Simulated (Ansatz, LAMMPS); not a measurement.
# Relaxing aqueous NH4+ and HCO3-, 3.6 mol of salt per kg of water, from a frame at 300 K (113 atoms), part 2 of 3

How does aqueous NH4+ and HCO3-, 3.6 mol of salt per kg of water, from a frame at 300 K (113 atoms) relax, and what do bonds, charges and levels look like afterwards?

Ansatz 0.2.0; Kohn-Sham DFT, PBE+D4, PAW (set soft_2), plane waves.

The cell: 2 N, 72 H, 37 O and 2 C. The network of contacts between molecules at the start is that of the classical potential that made the cell. The concentration wasn't checked against solubility and may exceed it. The density was typed from a rule of thumb and may lie off the real one at this temperature. Only the Γ point is sampled, in a cell whose shortest periodic width is 10 Å.

So far. Step 3 (Single point at the start): Neighbours are counted within 1.21 Å (H-O), 1.27 Å (H-N), 1.73 Å (O-C).

### Step 4. Relaxation

With the cell held, the atoms are moved downhill towards a nearby minimum.

input.yaml

```yaml
crystal:
  lattice:
    - [10.22827, 0.0, 0.0]
    - [0.0, 10.22827, 0.0]
    - [0.0, 0.0, 10.22827]
  atoms:
    [... the 113 atom lines of step 3 ...]
kpoints:
  mp_grid: { grid: [1, 1, 1] }
hamiltonian:
  xc: pbe
  dispersion: d4
scf:
  occupations: { method: fixed }
output:
  forces: true
relax:
  f_tol: 0.03
  max_steps: 200
```

On the command line:

```sh
$ ansatz run input.yaml --threads 4 --pin off --max-ram 8192MiB --backend cpu --events-out ev --progress --plain --runs-dir out
```

Numbers of over 12 decimals in the logs are rounded to 6 here.

Log:

```text
[...]
Crystal: 113 atoms, lattice volume = 1070.056 Å³
Basis set: ecut = 420 eV, 20863 PW (Γ), exchange–correlation on 144×144×144 points (8 copies of the dense FFT grid, shifted against one another)
Bands: 269, of which v1, the nominal top of the filled ones, is band 156 counted from 1 (155 counted from 0)
Symmetry: 1 space group operations
[...]
k-points: 1
[...]
SCF iter   1: F=—  HF=-23424.635118 eV  |F-HF|=—  |Δ(HF+E_count)|=         —  Δρ=4.02e-3  dr2=2.12e-1  ethr=1.77e-3  ⟨swp⟩=5.0  Hψ=861  notcnv=0  defer=111
[...]
SCF iter   3: F=—  HF=-23424.522907 eV  |F-HF|=—  |Δ(HF+E_count)|=   1.97e-2  Δρ=8.75e-4  dr2=1.06e-2  ethr=1.21e-5  ⟨swp⟩=2.0  Hψ=323  notcnv=0  defer=42
automatic band count: iteration 3 solves 200 bands in place of 269: the levels show a gap, and the empty bands left out lie too high to hold charge; the band table lists the bands solved (type scf.n_extra_bands for more)
SCF iter   4: F=—  HF=-23424.520251 eV  |F-HF|=—  |Δ(HF+E_count)|=   2.66e-3  Δρ=3.61e-4  dr2=1.41e-3  ethr=3.39e-6  ⟨swp⟩=2.0  Hψ=319  notcnv=0  defer=42
[...]
SCF iter   6: F=-23424.520082 eV  HF=-23424.520085 eV  |F-HF|=2.75e-6  |Δ(HF+E_count)|=   1.81e-5  Δρ=4.48e-5  dr2=1.96e-5  ethr=7.21e-9  ⟨swp⟩=3.0  Hψ=797  notcnv=0
SCF 1 converged in 6 iterations: F = -23424.520082 eV  dr2 = 1.96e-5
[...]
relax step   1: F+E_penalty+E_count = -23424.52008244 eV  Δ(F+E_penalty+E_count) = +0.000e0 eV  max|allowed force component| = 7.107e0 eV/Å  Δτ_max = 0.0000 Å  (6 SCF iters, dr2 threshold 2.25e-5 eV, accepted)
[... from here on, the SCF cycles and remarks between the steps are left out ...]
relax step   2: F+E_penalty+E_count = -23428.07437621 eV  Δ(F+E_penalty+E_count) = -3.554e0 eV  max|allowed force component| = 2.653e0 eV/Å  Δτ_max = 0.1949 Å  (7 SCF iters, dr2 threshold 1.00e-4 eV, accepted)
relax step   3: F+E_penalty+E_count = -23429.74288674 eV  Δ(F+E_penalty+E_count) = -1.669e0 eV  max|allowed force component| = 1.300e0 eV/Å  Δτ_max = 0.1997 Å  (7 SCF iters, dr2 threshold 1.00e-4 eV, accepted)
relax step   4: F+E_penalty+E_count = -23430.44707306 eV  Δ(F+E_penalty+E_count) = -7.042e-1 eV  max|allowed force component| = 1.571e0 eV/Å  Δτ_max = 0.1929 Å  (7 SCF iters, dr2 threshold 1.00e-4 eV, accepted)
relax step   5: F+E_penalty+E_count = -23431.02310316 eV  Δ(F+E_penalty+E_count) = -5.760e-1 eV  max|allowed force component| = 9.292e-1 eV/Å  Δτ_max = 0.2000 Å  (6 SCF iters, dr2 threshold 1.00e-4 eV, accepted)
relax step   6: F+E_penalty+E_count = -23431.34497759 eV  Δ(F+E_penalty+E_count) = -3.219e-1 eV  max|allowed force component| = 5.228e-1 eV/Å  Δτ_max = 0.2000 Å  (6 SCF iters, dr2 threshold 1.00e-4 eV, accepted)
relax step   7: F+E_penalty+E_count = -23431.51808129 eV  Δ(F+E_penalty+E_count) = -1.731e-1 eV  max|allowed force component| = 3.668e-1 eV/Å  Δτ_max = 0.2000 Å  (6 SCF iters, dr2 threshold 8.65e-5 eV, accepted)
relax step   8: F+E_penalty+E_count = -23431.62776986 eV  Δ(F+E_penalty+E_count) = -1.097e-1 eV  max|allowed force component| = 8.455e-1 eV/Å  Δτ_max = 0.1948 Å  (6 SCF iters, dr2 threshold 4.26e-5 eV, accepted)
relax step   9: F+E_penalty+E_count = -23431.75569838 eV  Δ(F+E_penalty+E_count) = -1.279e-1 eV  max|allowed force component| = 5.331e-1 eV/Å  Δτ_max = 0.2000 Å  (6 SCF iters, dr2 threshold 1.00e-4 eV, accepted)
relax step  10: F+E_penalty+E_count = -23431.84309004 eV  Δ(F+E_penalty+E_count) = -8.739e-2 eV  max|allowed force component| = 4.537e-1 eV/Å  Δτ_max = 0.1953 Å  (5 SCF iters, dr2 threshold 1.00e-4 eV, accepted)
relax step  11: F+E_penalty+E_count = -23431.87706036 eV  Δ(F+E_penalty+E_count) = -3.397e-2 eV  max|allowed force component| = 3.245e-1 eV/Å  Δτ_max = 0.2000 Å  (6 SCF iters, dr2 threshold 8.18e-5 eV, accepted)
relax step  12: F+E_penalty+E_count = -23431.89560818 eV  Δ(F+E_penalty+E_count) = -1.855e-2 eV  max|allowed force component| = 1.973e-1 eV/Å  Δτ_max = 0.0861 Å  (6 SCF iters, dr2 threshold 5.39e-5 eV, accepted)
relax step  13: F+E_penalty+E_count = -23431.90732948 eV  Δ(F+E_penalty+E_count) = -1.172e-2 eV  max|allowed force component| = 1.596e-1 eV/Å  Δτ_max = 0.0599 Å  (7 SCF iters, dr2 threshold 1.44e-5 eV, accepted)
relax step  14: F+E_penalty+E_count = -23431.91158821 eV  Δ(F+E_penalty+E_count) = -4.259e-3 eV  max|allowed force component| = 8.708e-2 eV/Å  Δτ_max = 0.0284 Å  (6 SCF iters, dr2 threshold 9.42e-6 eV, accepted)
relax step  15: F+E_penalty+E_count = -23431.91409343 eV  Δ(F+E_penalty+E_count) = -2.505e-3 eV  max|allowed force component| = 7.544e-2 eV/Å  Δτ_max = 0.0353 Å  (7 SCF iters, dr2 threshold 2.26e-6 eV, accepted)
relax step  16: F+E_penalty+E_count = -23431.91604748 eV  Δ(F+E_penalty+E_count) = -1.954e-3 eV  max|allowed force component| = 5.797e-2 eV/Å  Δτ_max = 0.0408 Å  (7 SCF iters, dr2 threshold 1.69e-6 eV, accepted)
relax step  17: F+E_penalty+E_count = -23431.91736831 eV  Δ(F+E_penalty+E_count) = -1.321e-3 eV  max|allowed force component| = 5.624e-2 eV/Å  Δτ_max = 0.0383 Å  (7 SCF iters, dr2 threshold 1.98e-6 eV, accepted)
relax step  18: F+E_penalty+E_count = -23431.91847023 eV  Δ(F+E_penalty+E_count) = -1.102e-3 eV  max|allowed force component| = 4.599e-2 eV/Å  Δτ_max = 0.0345 Å  (7 SCF iters, dr2 threshold 1.87e-6 eV, accepted)
relax step  19: F+E_penalty+E_count = -23431.91971056 eV  Δ(F+E_penalty+E_count) = -1.240e-3 eV  max|allowed force component| = 6.608e-2 eV/Å  Δτ_max = 0.0505 Å  (7 SCF iters, dr2 threshold 1.41e-6 eV, accepted)
relax step  20: F+E_penalty+E_count = -23431.92201833 eV  Δ(F+E_penalty+E_count) = -2.308e-3 eV  max|allowed force component| = 1.277e-1 eV/Å  Δτ_max = 0.1132 Å  (7 SCF iters, dr2 threshold 2.92e-6 eV, accepted)
relax step  21: F+E_penalty+E_count = -23431.92492250 eV  Δ(F+E_penalty+E_count) = -2.904e-3 eV  max|allowed force component| = 3.762e-1 eV/Å  Δτ_max = 0.1931 Å  (7 SCF iters, dr2 threshold 1.63e-5 eV, accepted)
relax step  22: F+E_penalty+E_count = -23431.93594652 eV  Δ(F+E_penalty+E_count) = -1.102e-2 eV  max|allowed force component| = 4.100e-1 eV/Å  Δτ_max = 0.0773 Å  (5 SCF iters, dr2 threshold 1.00e-4 eV, accepted)
relax step  23: F+E_penalty+E_count = -23431.96957060 eV  Δ(F+E_penalty+E_count) = -3.362e-2 eV  max|allowed force component| = 4.444e-1 eV/Å  Δτ_max = 0.1903 Å  (5 SCF iters, dr2 threshold 1.00e-4 eV, accepted)
relax step  24: F+E_penalty+E_count = -23432.00268678 eV  Δ(F+E_penalty+E_count) = -3.312e-2 eV  max|allowed force component| = 2.761e-1 eV/Å  Δτ_max = 0.1909 Å  (5 SCF iters, dr2 threshold 1.00e-4 eV, accepted)
relax step  25: F+E_penalty+E_count = -23431.93121988 eV  Δ(F+E_penalty+E_count) = +7.147e-2 eV  max|allowed force component| = 4.949e-1 eV/Å  Δτ_max = 0.2000 Å  (7 SCF iters, dr2 threshold 2.94e-5 eV, rejected (line search))
relax step  26: F+E_penalty+E_count = -23432.02059395 eV  Δ(F+E_penalty+E_count) = -1.791e-2 eV  max|allowed force component| = 1.370e-1 eV/Å  Δτ_max = 0.0995 Å  (9 SCF iters, accepted)
relax step  27: F+E_penalty+E_count = -23432.01719784 eV  Δ(F+E_penalty+E_count) = +3.396e-3 eV  max|allowed force component| = 2.637e-1 eV/Å  Δτ_max = 0.1000 Å  (7 SCF iters, dr2 threshold 4.62e-6 eV, rejected (line search))
relax step  28: F+E_penalty+E_count = -23432.02786568 eV  Δ(F+E_penalty+E_count) = -7.272e-3 eV  max|allowed force component| = 4.813e-2 eV/Å  Δτ_max = 0.0500 Å  (9 SCF iters, accepted)
relax step  29: F+E_penalty+E_count = -23432.03012125 eV  Δ(F+E_penalty+E_count) = -2.256e-3 eV  max|allowed force component| = 1.506e-2 eV/Å  Δτ_max = 0.0500 Å  (8 SCF iters, accepted)
relax step  30: F+E_penalty+E_count = -23432.03202300 eV  Δ(F+E_penalty+E_count) = -1.902e-3 eV  max|allowed force component| = 5.783e-2 eV/Å  Δτ_max = 0.0732 Å  (8 SCF iters, accepted)
relax step  31: F+E_penalty+E_count = -23432.03465273 eV  Δ(F+E_penalty+E_count) = -2.630e-3 eV  max|allowed force component| = 8.772e-2 eV/Å  Δτ_max = 0.1097 Å  (8 SCF iters, accepted)
relax step  32: F+E_penalty+E_count = -23432.04033854 eV  Δ(F+E_penalty+E_count) = -5.686e-3 eV  max|allowed force component| = 1.695e-1 eV/Å  Δτ_max = 0.1649 Å  (7 SCF iters, dr2 threshold 7.70e-6 eV, accepted)
relax step  33: F+E_penalty+E_count = -23432.05149424 eV  Δ(F+E_penalty+E_count) = -1.116e-2 eV  max|allowed force component| = 1.152e-1 eV/Å  Δτ_max = 0.1928 Å  (5 SCF iters, dr2 threshold 2.87e-5 eV, accepted)
relax step  34: F+E_penalty+E_count = -23432.06367713 eV  Δ(F+E_penalty+E_count) = -1.218e-2 eV  max|allowed force component| = 1.856e-1 eV/Å  Δτ_max = 0.1914 Å  (7 SCF iters, dr2 threshold 6.13e-6 eV, accepted)
relax step  35: F+E_penalty+E_count = -23432.06909885 eV  Δ(F+E_penalty+E_count) = -5.422e-3 eV  max|allowed force component| = 1.989e-1 eV/Å  Δτ_max = 0.1708 Å  (7 SCF iters, dr2 threshold 1.59e-5 eV, accepted)
relax step  36: F+E_penalty+E_count = -23432.07374255 eV  Δ(F+E_penalty+E_count) = -4.644e-3 eV  max|allowed force component| = 1.688e-1 eV/Å  Δτ_max = 0.0470 Å  (5 SCF iters, dr2 threshold 3.95e-5 eV, accepted)
relax step  37: F+E_penalty+E_count = -23432.06447764 eV  Δ(F+E_penalty+E_count) = +9.265e-3 eV  max|allowed force component| = 1.306e-1 eV/Å  Δτ_max = 0.2000 Å  (7 SCF iters, dr2 threshold 2.05e-5 eV, rejected (line search))
relax step  38: F+E_penalty+E_count = -23432.07734335 eV  Δ(F+E_penalty+E_count) = -3.601e-3 eV  max|allowed force component| = 4.208e-2 eV/Å  Δτ_max = 0.0659 Å  (9 SCF iters, accepted)
relax step  39: F+E_penalty+E_count = -23432.07595056 eV  Δ(F+E_penalty+E_count) = +1.393e-3 eV  max|allowed force component| = 9.866e-2 eV/Å  Δτ_max = 0.0264 Å  (8 SCF iters, rejected (line search))
relax step  40: F+E_penalty+E_count = -23432.07818523 eV  Δ(F+E_penalty+E_count) = -8.419e-4 eV  max|allowed force component| = 1.955e-2 eV/Å  Δτ_max = 0.0128 Å  (9 SCF iters, accepted)
SCF converged after 9 iterations
Free energy (F): -23432.078185 eV
[...]
Internal energy: -23432.078185 eV  (E = F + TS)
E sigma→0 (E₀):  -23432.078185 eV
Fermi energy:    -1.725504 eV
[...]
--- Forces (eV/Å), atoms counted from 1 ---
  atom   1  N      0.01225033     0.00225747    -0.00463188
  atom   2  H     -0.00114383    -0.00344045    -0.00287453
  atom   3  H     -0.00630123    -0.00177563     0.00273660
  atom   4  H     -0.00056454    -0.00053225    -0.00040041
  atom   5  H     -0.00139618    -0.00014371     0.00664298
  atom   6  N     -0.00310224    -0.00088474    -0.00416088
  atom   7  H      0.00086894     0.00923607     0.00567550
  atom   8  H     -0.00378885    -0.00217458     0.00053576
  atom   9  H      0.00027659    -0.00230829     0.00102401
  atom  10  H      0.00677441     0.00123215    -0.00346070
  atom  11  O     -0.00337888     0.00258565    -0.00994476
  atom  12  C     -0.00595553     0.00442979     0.01268163
  atom  13  O     -0.00051095    -0.00130140    -0.00326642
  atom  14  O     -0.00216879    -0.00657924    -0.00194460
[...]
atom 112  H     -0.00057782    -0.00040560     0.00297678
  atom 113  H     -0.00020761     0.00266836     0.00251757
  max |Σ_I F_I| component: 2.36e-5 eV/Å
--- Relaxed structure (40 steps of the walk, 36 accepted, 0 SCFs on fresh bases) ---
  F+E_penalty+E_count = -23432.07818523 eV   max|allowed force component| = 1.955e-2 eV/Å
  atoms:
    - { symbol: N, position: [0.345269, 0.885138, 0.346158] }
    - { symbol: H, position: [0.341624, 0.970784, 0.406871] }
    - { symbol: H, position: [0.252141, 0.865954, 0.310521] }
    - { symbol: H, position: [0.374477, 0.804061, 0.399938] }
[...]
- { symbol: H, position: [0.320045, 0.675156, 0.075847] }
```

The job ended after 4.8 min (4 threads of Arm Neoverse V2, shared host; peak memory 1.1 GiB).

The steps of the relaxation (22 of 40):

```tsv
step	energy less that of the first step (eV)	largest force component (eV/Å)
1	0.0000	7.1067
3	-5.2228	1.3003
5	-6.5030	0.9292
7	-6.9980	0.3668
8	-7.1077	0.8455
10	-7.3230	0.4537
12	-7.3755	0.1973
14	-7.3915	0.0871
16	-7.3960	0.0580
18	-7.3984	0.0460
20	-7.4019	0.1277
21	-7.4048	0.3762
23	-7.4495	0.4444
25	-7.4111	0.4949
27	-7.4971	0.2637
29	-7.5100	0.0151
31	-7.5146	0.0877
33	-7.5314	0.1152
34	-7.5436	0.1856
36	-7.5537	0.1688
38	-7.5573	0.0421
40	-7.5581	0.0195
```

Relaxation steps 25, 27, 37, 39 were tried and not accepted.

The atoms that moved most (Å):

```tsv
atom	dx	dy	dz	length
O27	-0.147	1.083	-0.987	1.473
H29	0.027	0.746	-0.965	1.220
H32	1.001	0.153	-0.424	1.097
H74	0.268	-0.509	-0.899	1.067
H9	-0.260	0.700	0.697	1.022
O42	-0.357	-0.628	-0.678	0.991
O81	0.451	-0.852	0.055	0.966
H62	0.549	0.733	0.277	0.957
```

The relaxation changed the energy by -66.9 meV/atom, and atoms moved by 0.58 Å r.m.s., 1.5 Å at most.

### Step 5. Structure statistics after relaxation

Bonds before and after, by the cutoffs listed below:

```tsv
pair	bonds before	bonds after	mean before (Å)	mean after (Å)	spread before (Å)	spread after (Å)
H-O	64	64	1.000	0.993	0.002	0.012
H-N	8	8	1.038	1.046	0.023	0.013
O-C	6	6	1.266	1.299	0.038	0.046
```

Density 1.11 g/cm³, 9.470 Å³ an atom.

Pair distribution functions g(r), in bins of 0.2 Å:

```tsv
r (Å)	total	H-H	H-O	H-C	H-N	O-O	O-C
0.90	3.79	0.00	9.10	0.00	0.00	0.00	0.00
1.10	1.12	0.00	1.50	0.00	21.75	0.00	0.00
1.30	0.23	0.00	0.00	0.00	0.00	0.00	20.25
1.50	0.76	1.60	0.27	0.00	0.00	0.00	0.00
1.70	1.34	1.11	2.15	0.00	0.00	0.00	0.00
1.90	0.53	0.04	1.19	0.80	0.00	0.00	0.00
2.10	0.45	1.05	0.00	0.72	0.00	0.00	0.00
2.30	1.00	2.14	0.09	0.53	0.00	0.73	0.00
2.50	0.46	0.99	0.02	0.91	0.00	0.28	0.00
2.70	0.79	0.54	0.26	2.81	0.00	3.54	0.00
2.90	0.64	0.25	0.78	1.02	0.00	1.30	0.00
3.10	0.98	0.53	1.54	0.31	2.73	0.45	0.59
3.30	1.29	0.85	1.92	0.55	1.94	0.52	1.08
3.50	1.03	1.12	1.07	0.24	1.18	0.55	2.36
3.70	1.17	1.36	1.09	1.54	0.62	0.77	2.07
3.90	1.15	1.29	1.09	1.17	0.00	1.03	0.74
4.10	1.03	0.95	0.96	2.63	1.26	1.18	1.05
4.30	1.15	1.21	0.93	1.43	1.29	1.65	0.61
4.50	1.00	1.01	0.93	1.18	0.73	1.17	1.13
4.70	1.08	1.03	1.06	1.09	1.05	1.43	0.77
4.90	0.94	0.90	1.00	0.25	0.99	1.02	0.72
```

Bonds by pair of elements; cutoffs follow the first minimum of g(r), held within bounds set by covalent radii, and pairs that aren't listed don't count as bonded:

```tsv
pair A-B	cutoff (Å)	bonds	mean length (Å)	spread (Å)	shortest (Å)	B about A	A about B
H-O	1.21	64	0.993	0.012	0.971	0.889	1.73
H-N	1.27	8	1.05	0.013	1.03	0.111	4
O-C	1.73	6	1.30	0.046	1.26	0.162	3
```

How many atoms have how many bonded neighbours:

```tsv
element	mean	1	2	3	4
C	3	0	0	2	0
H	1	72	0	0	0
N	4	0	0	0	2
O	1.89	4	33	0	0
```

Bond angles, per cent of each kind in bins of 5°:

```tsv
angle (°)	H-O-H	H-N-H
100–105	25.8	0.0
105–110	71.0	50.0
110–115	3.2	50.0
```

Bond angles (no mean is given where the spread exceeds 20°):

```tsv
angle	count	mean (°)	spread (°)
H-O-H	31	106	2.1
H-N-H	12	110	1.5
O-C-O	6	120	4
C-O-H	2	111	2.1
```

Hydrogen bonds between water molecules (O–O under 3.5 Å, H–O···O angle under 30°):

```tsv
hydrogen bonds to other water	molecules
0	0
1	0
2	5
3	17
4	8
5	1
```

Bond length by coordination (bonds to H left out):

```tsv
element	coordination	atoms	mean bond length (Å)
O	1	4	1.27
O	2	2	1.36
```

With the cutoffs above, all C atoms have 3, all H atoms have 1, all N atoms have 4 and 89 % of O atoms have 2 bonded neighbours. The H-O-H angle averages 106° with a spread of 2°. The 31 water molecules hold 3.16 hydrogen bonds each to other water on average, with a mean O–O distance of 2.75 Å.

(Part 2 of 3 ends here.)

[Logs are printed without paths, hosts, clocks, repeated set-up lines and the standing remarks that a program may print on its own settings, such as how far it seeks lower states.]

[Hosts, paths, dates, database ids (printed as entryN), source tags and the programs' standing remarks are cut or masked in the printed files.]
